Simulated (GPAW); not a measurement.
# The basis that the transmission of a Si chain with one C atom in line needs, part 2 of 2

Aim: T(E), conductance and thermopower of a Si chain with one C atom in line, and what cheaper settings cost in accuracy.

GPAW 26.7.0; GPAW LCAO, PAW setups; Landauer transmission from Green's functions with principal layers (ASE), zero bias.

So far, transmission at the Fermi level (one spin): step 2 (double-zeta polarised basis, PBE, GPAW) 2.17; step 3 (basis szp(dzp), PBE, GPAW) 2.12; step 4 (basis sz(dzp), PBE, GPAW) 2.18; step 5 (LDA) 2.15.

## (8) Mixing 0.15

Mixing changes the road to self-consistency, not its end. The mixing history changes the road to self-consistency, not its end.

This step: GPAW LCAO, PAW setups; Landauer transmission from Green's functions with principal layers (ASE), zero bias (GPAW 26.7.0).

File run.py:

```python
import json
import numpy as np
from ase import Atoms
from ase.transport.calculators import TransportCalculator
from gpaw import GPAW, FermiDirac
from gpaw.lcao.tools import get_lcao_hamiltonian
from scipy.linalg import eigh

# The junction with lead layers at both ends, along the third cell vector
device = Atoms(
    ['Si', 'Si', 'Si', 'Si', 'Si', 'C', 'Si', 'Si', 'Si', 'Si', 'Si'],
    positions=[
        [4.50000, 4.50000, 1.10000],
        [4.50000, 4.50000, 3.30000],
        [4.50000, 4.50000, 5.50000],
        [4.50000, 4.50000, 7.70000],
        [4.50000, 4.50000, 9.90000],
        [4.50000, 4.50000, 11.58150],
        [4.50000, 4.50000, 13.26300],
        [4.50000, 4.50000, 15.46300],
        [4.50000, 4.50000, 17.66300],
        [4.50000, 4.50000, 19.86300],
        [4.50000, 4.50000, 22.06300]],
    cell=[[9.0, 0.0, 0.0], [0.0, 9.0, 0.0], [0.0, 0.0, 23.163]],
    pbc=True)

# One principal layer of the lead: the first 3 atoms of the device
lead = Atoms(
    ['Si', 'Si', 'Si'],
    positions=[
        [4.50000, 4.50000, 1.10000],
        [4.50000, 4.50000, 3.30000],
        [4.50000, 4.50000, 5.50000]],
    cell=[[9.0, 0.0, 0.0], [0.0, 9.0, 0.0], [0.0, 0.0, 6.6]],
    pbc=True)

settings = dict(mode='lcao', basis='dzp', xc='PBE', h=0.2,
                occupations=FermiDirac(0.1), maxiter=250,
                mixer=dict(beta=0.15, nmaxold=3, weight=100.0),
                convergence=dict(density=0.0001))
energies = np.arange(-2, 2 + 1e-9, 0.05)
eta = 0.0001
n1, n2 = 1, 1
# k and -k transmit alike, so half of the mesh across the current serves
mesh = [(i, j) for i in range(n1) for j in range(n2) if (i, j) <= (-i % n1, -j % n2)]
weights = np.array([1 if (i, j) == (-i % n1, -j % n2) else 2 for i, j in mesh]) / (n1 * n2)

# [... helper functions left out ...]
fermi_lead = ground_state(lead, (1, 1, 17), 'lead.txt')
fermi_device = ground_state(device, (1, 1, 4), 'device.txt')
# [... loop over the mesh left out, but for ...]
        # Shift the lead onto the potential of the device's first layer
        shift = ((H[:, 0, 0] - H0[:, 0, 0]) / S0[0, 0]).real.mean()
# [...]
kT = 8.617333e-5 * 300
bias = [0.1, 0.2, 0.5, 1.0, 1.5, 2.0]
# [... integrals and printing left out ...]
```

Run with:

```sh
$ OMP_NUM_THREADS=1 OPENBLAS_NUM_THREADS=1 python run.py
```

The log of the run:

```text
basis functions: device 143, principal layer 39
Fermi level: lead -3.9219 eV, device -3.8851 eV; lead shifted by 0.0171 eV
largest coupling past the next layer 5.06e-05 eV, largest misfit of the first layer 0.079 eV
  E-E_F (eV)   T (one spin)  [channel counts left out]
    -2.000    6.0405e-12
    -1.950    6.2830e-12
    -1.900    6.6167e-12
    -1.850    7.0673e-12
    -1.800    7.6725e-12
    -1.750    8.4906e-12
    -1.700    9.6175e-12
    -1.650    1.1234e-11
    -1.600    1.3770e-11
    -1.550    1.8626e-11
    -1.500    3.2486e-11
    -1.450    1.0461e-10
    -1.400    9.3128e-10
    -1.350    5.8575e-08
    -1.300    4.4156e-01
    -1.250    7.4921e-01
[...]
1.650    2.0798e+00
     1.700    2.0868e+00
     1.750    2.0940e+00
     1.800    2.1010e+00
     1.850    2.1085e+00
     1.900    2.1157e+00
     1.950    2.1228e+00
     2.000    2.1299e+00
conductance at 300 K: 2.1664 G0 a cell; thermopower -0.3795 uV/K
current from the zero-bias T(E) at 0.1 V: 16.781 uA
current from the zero-bias T(E) at 0.2 V: 33.534 uA
current from the zero-bias T(E) at 0.5 V: 83.362 uA
current from the zero-bias T(E) at 1.0 V: 163.44 uA
current from the zero-bias T(E) at 1.5 V: 237.6 uA
current from the zero-bias T(E) at 2.0 V: 302.75 uA
```

It took 45 s on 1 thread of Arm Neoverse V1, shared host; peak memory 0.68 GiB.

This step gave:

```yaml
conductance: 2.166 G₀
largest_coupling_past_the_next_principal_layer: 5.06e-5 eV
largest_misfit_of_the_first_principal_layer: 0.07924 eV
shift_that_aligns_the_lead: 0.01715 eV
transmission_at_the_fermi_level_one_spin: 2.168
```

One spin. Table of transmission, zone mean by energy, zero at the Fermi level:

energy (eV), transmission, zone mean and a bar:
```
    -2.00       0.00 
    -1.85       0.00 
    -1.70       0.00 
    -1.60       0.00 
    -1.45       0.00 
    -1.30       0.44 ######
    -1.15       0.95 #############
    -1.05       1.02 ##############
    -0.90       1.28 ##################
    -0.75       1.59 ######################
    -0.60       1.78 #########################
    -0.50       1.89 ##########################
    -0.35       2.03 ############################
    -0.20       2.11 #############################
    -0.05       2.16 ##############################
     0.00       2.17 ##############################
     0.05       2.17 ##############################
     0.10       2.17 ##############################
     0.20       2.17 ##############################
     0.35       2.14 ##############################
     0.50       2.11 #############################
     0.60       2.09 #############################
     0.75       2.06 ############################
     0.90       2.04 ############################
     1.05       2.03 ############################
     1.15       2.03 ############################
     1.30       2.04 ############################
     1.45       2.05 ############################
     1.60       2.07 #############################
     1.70       2.09 #############################
     1.85       2.11 #############################
     2.00       2.13 #############################
```

Not self-consistent under bias; the bias window is split evenly. Current through one cell, from the zero-bias transmission against bias:

| bias (V) | current through one cell, from the zero-bias transmission (μA) |
| --- | --- |
| 0.100 | 16.8 |
| 0.200 | 33.5 |
| 0.500 | 83.4 |
| 1.000 | 163 |
| 1.500 | 238 |
| 2.000 | 303 |

The transmission of the three most open eigenchannels by energy, zero at the Fermi level:

| energy (eV) | channel 1 | channel 2 | channel 3 |
| --- | --- | --- | --- |
| -1.400 | 4.5e-10 | 4.5e-10 | 3.2e-11 |
| -1.200 | 0.439 | 0.439 | 2.1e-10 |
| -1.000 | 0.524 | 0.524 | 1.5e-8 |
| -0.800 | 0.589 | 0.589 | 0.327 |
| -0.600 | 0.677 | 0.677 | 0.429 |
| -0.400 | 0.763 | 0.763 | 0.460 |
| -0.200 | 0.822 | 0.822 | 0.470 |
| 0.000 | 0.848 | 0.848 | 0.472 |
| 0.200 | 0.848 | 0.848 | 0.470 |
| 0.400 | 0.834 | 0.834 | 0.464 |
| 0.600 | 0.816 | 0.816 | 0.456 |
| 0.800 | 0.802 | 0.802 | 0.447 |
| 1.000 | 0.798 | 0.798 | 0.438 |
| 1.200 | 0.803 | 0.803 | 0.428 |
| 1.400 | 0.815 | 0.815 | 0.419 |
| 1.600 | 0.831 | 0.831 | 0.411 |
| 1.800 | 0.849 | 0.849 | 0.404 |
| 2.000 | 0.866 | 0.866 | 0.398 |

The conductance equals that of the dzp run to 0.2 %.

## (9) Another change of settings

A last run, with other settings again.

Changes to run.py since step 8:

```diff
@@ -26,10 +26,8 @@
 
-# One principal layer of the lead: the first 3 atoms of the device
+# One principal layer of the lead: the first 1 atoms of the device
 lead = Atoms(
-    ['Si', 'Si', 'Si'],
+    ['Si'],
     positions=[
-        [4.50000, 4.50000, 1.10000],
-        [4.50000, 4.50000, 3.30000],
-        [4.50000, 4.50000, 5.50000]],
-    cell=[[9.0, 0.0, 0.0], [0.0, 9.0, 0.0], [0.0, 0.0, 6.6]],
+        [4.50000, 4.50000, 1.10000]],
+    cell=[[9.0, 0.0, 0.0], [0.0, 9.0, 0.0], [0.0, 0.0, 2.2]],
     pbc=True)
@@ -37,4 +35,4 @@
 settings = dict(mode='lcao', basis='dzp', xc='PBE', h=0.2,
-                occupations=FermiDirac(0.1), maxiter=250,
-                mixer=dict(beta=0.15, nmaxold=3, weight=100.0),
+                occupations=FermiDirac(0.1), maxiter=50,
+                mixer=dict(beta=0.1, nmaxold=8, weight=100.0),
                 convergence=dict(density=0.0001))
```

The log of the run:

```text
LinAlgError: The leading minor of order 11 of B is not positive definite. The factorization of B could not be completed and no eigenvalues or eigenvectors were computed.
```

It took 28 s on 1 thread; peak memory 0.74 GiB.

The run ended with an error.

The program's message: “LinAlgError: The leading minor of order 11 of B is not positive definite. The factorization of B could not be completed and no eigenvalues or eigenvectors were computed.”

The change that led to it: n_lead = 1 and period = 2.2.

## (10) Summary of results

```yaml
conductance: 2.17 G₀
transmission_at_the_fermi_level_mean_of_the_spins: 2.17
thermopower: about 0 (under 1.5 μV/K)
```

In the dzp basis the junction conducts 2.17 G₀ at 300 K, with T = 2.17 a spin at the Fermi level; the sz basis reaches that conductance within 10 %. At the Fermi level the three most open eigenchannels pass 0.85, 0.85 and 0.47. Measured against the first run (dzp), the nearest curve is that of dzp-LDA (r.m.s. 0.027) and the farthest that of sz (0.19). Over the compared runs wall time goes from 17 s (sz) to 33 s (dzp), on a shared host. The geometry was built from estimated bond lengths and not relaxed, so the numbers describe this model structure. An evenly spaced straight chain is an idealisation: free chains tend to dimerise, zigzag or, where a band edge lies near the Fermi level, turn magnetic. The currents use the zero-bias T(E) throughout, which holds only while the bias is small against the distance to the nearest feature. The energy step is wider than the thermal energy, so the conductance and thermopower rest on interpolation of T(E).

[Logs are printed without paths, hosts, clocks, repeated set-up lines and the standing remarks that a program may print on its own settings, such as how far it seeks lower states.]

[Hosts, paths, dates, database ids (printed as entryN), source tags and the programs' standing remarks are cut or masked in the printed files.]
